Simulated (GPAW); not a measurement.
Consider CuSe (P4/nmm).

```cif
data_structure
_symmetry_space_group_name_H-M 'P 1'
_symmetry_Int_Tables_number 1
_cell_length_a 3.7746
_cell_length_b 3.7746
_cell_length_c 5.4383
_cell_angle_alpha 90.000
_cell_angle_beta 90.000
_cell_angle_gamma 90.000
_cell_volume 77.48
loop_
_atom_site_label
_atom_site_type_symbol
_atom_site_fract_x
_atom_site_fract_y
_atom_site_fract_z
_atom_site_occupancy
Se1 Se 0.00000 0.50000 0.27700 1
Se2 Se 0.50000 0.00000 0.72300 1
Cu3 Cu 0.50000 0.50000 0.00000 1
Cu4 Cu 0.00000 0.00000 0.00000 1
```

Absorber: atom 1, with 4 Cu at 2.41 Å (4-fold, site symmetry 4mm). Method: GPAW, LDA, excited-electron core hole (neutral cell), 16-atom cell with 7.5 Å between holes, 4×4×4 k points, dipole transitions, Gaussian full width 2.33 eV up to 4 eV, rising linearly to 3.5 eV at 25 eV.

Q: What does the Se K edge look like?

Main maxima up to 30 eV above the zero (height): 0.4 eV (0.41), 4.8 eV (1.76), 10.2 eV (1.35) and 18.8 eV (1.05). A K edge sees empty p states on the absorber. 

The Se K spectrum (energy from the lowest empty level; intensity scaled to a mean of 1 over the first 20 eV; polarised curves are means over the symmetry-equivalent atoms):

| E (eV) | isotropic | ε ⊥ c | ε ∥ c |
| --- | --- | --- | --- |
| -2.00 | 0.03 | 0.03 | 0.01 |
| -1.25 | 0.12 | 0.15 | 0.06 |
| -0.50 | 0.29 | 0.36 | 0.14 |
| 0.25 | 0.41 | 0.51 | 0.20 |
| 1.00 | 0.36 | 0.43 | 0.20 |
| 1.75 | 0.27 | 0.26 | 0.28 |
| 2.50 | 0.41 | 0.28 | 0.68 |
| 3.25 | 0.88 | 0.62 | 1.39 |
| 4.00 | 1.46 | 1.20 | 1.97 |
| 4.75 | 1.75 | 1.65 | 1.94 |
| 5.50 | 1.62 | 1.70 | 1.46 |
| 6.25 | 1.29 | 1.44 | 1.00 |
| 7.00 | 1.02 | 1.15 | 0.78 |
| 7.75 | 0.93 | 1.02 | 0.77 |
| 8.50 | 1.03 | 1.08 | 0.92 |
| 9.25 | 1.21 | 1.24 | 1.16 |
| 10.00 | 1.34 | 1.34 | 1.33 |
| 10.75 | 1.33 | 1.31 | 1.37 |
| 11.50 | 1.24 | 1.20 | 1.30 |
| 12.25 | 1.11 | 1.08 | 1.18 |
| 13.00 | 0.98 | 0.95 | 1.04 |
| 13.75 | 0.86 | 0.84 | 0.91 |
| 14.50 | 0.79 | 0.78 | 0.82 |
| 15.25 | 0.77 | 0.76 | 0.79 |
| 16.00 | 0.80 | 0.79 | 0.82 |
| 16.75 | 0.88 | 0.89 | 0.88 |
| 17.50 | 0.97 | 0.99 | 0.94 |
| 18.25 | 1.03 | 1.05 | 0.99 |
| 19.00 | 1.05 | 1.06 | 1.02 |
| 19.75 | 1.03 | 1.03 | 1.04 |
| 20.50 | 1.01 | 1.00 | 1.04 |
| 21.25 | 0.98 | 0.96 | 1.01 |
| 22.00 | 0.93 | 0.92 | 0.95 |
| 22.75 | 0.86 | 0.86 | 0.87 |
| 23.50 | 0.81 | 0.82 | 0.80 |
| 24.25 | 0.80 | 0.81 | 0.78 |
| 25.00 | 0.84 | 0.85 | 0.83 |
| 25.75 | 0.90 | 0.90 | 0.89 |
| 26.50 | 0.93 | 0.93 | 0.94 |
| 27.25 | 0.93 | 0.92 | 0.95 |
| 28.00 | 0.92 | 0.91 | 0.95 |
| 28.75 | 0.93 | 0.92 | 0.96 |
| 29.50 | 0.98 | 0.96 | 1.01 |
| 30.25 | 1.05 | 1.04 | 1.08 |
| 31.00 | 1.12 | 1.11 | 1.12 |
| 31.75 | 1.13 | 1.14 | 1.10 |

The script folds with a Gaussian, whereas the core hole's own line is a Lorentzian, so the onset is too steep and the first peak too high. The unit cell's mesh shows no gap over 0.35 eV. That is right for a metallic compound; for a small-gap or correlated insulator it would be the fault of the functional or of the assumed magnetic order, and the hole would be screened too well. The structure is a computed Materials Project entry and may be a hypothetical form.

[Banner, clock and machine lines of the logs are left out without a mark of their own.]

[Logs are printed without paths, hosts, clocks, repeated set-up lines and the standing remarks that a program may print on its own settings, such as how far it seeks lower states.]

[Hosts, paths, dates, database ids (printed as entryN), source tags and the programs' standing remarks are cut or masked in the printed files.]

[Lists of maxima count a maximum above −3 eV only where it reaches 4 % of the highest in the window and stands out from its surroundings by 2 % of it (1.5 % where it reaches 55 %); shoulders and weaker maxima are passed over, and of the rest the first, up to two pre-edge ones and the few strongest are named.]
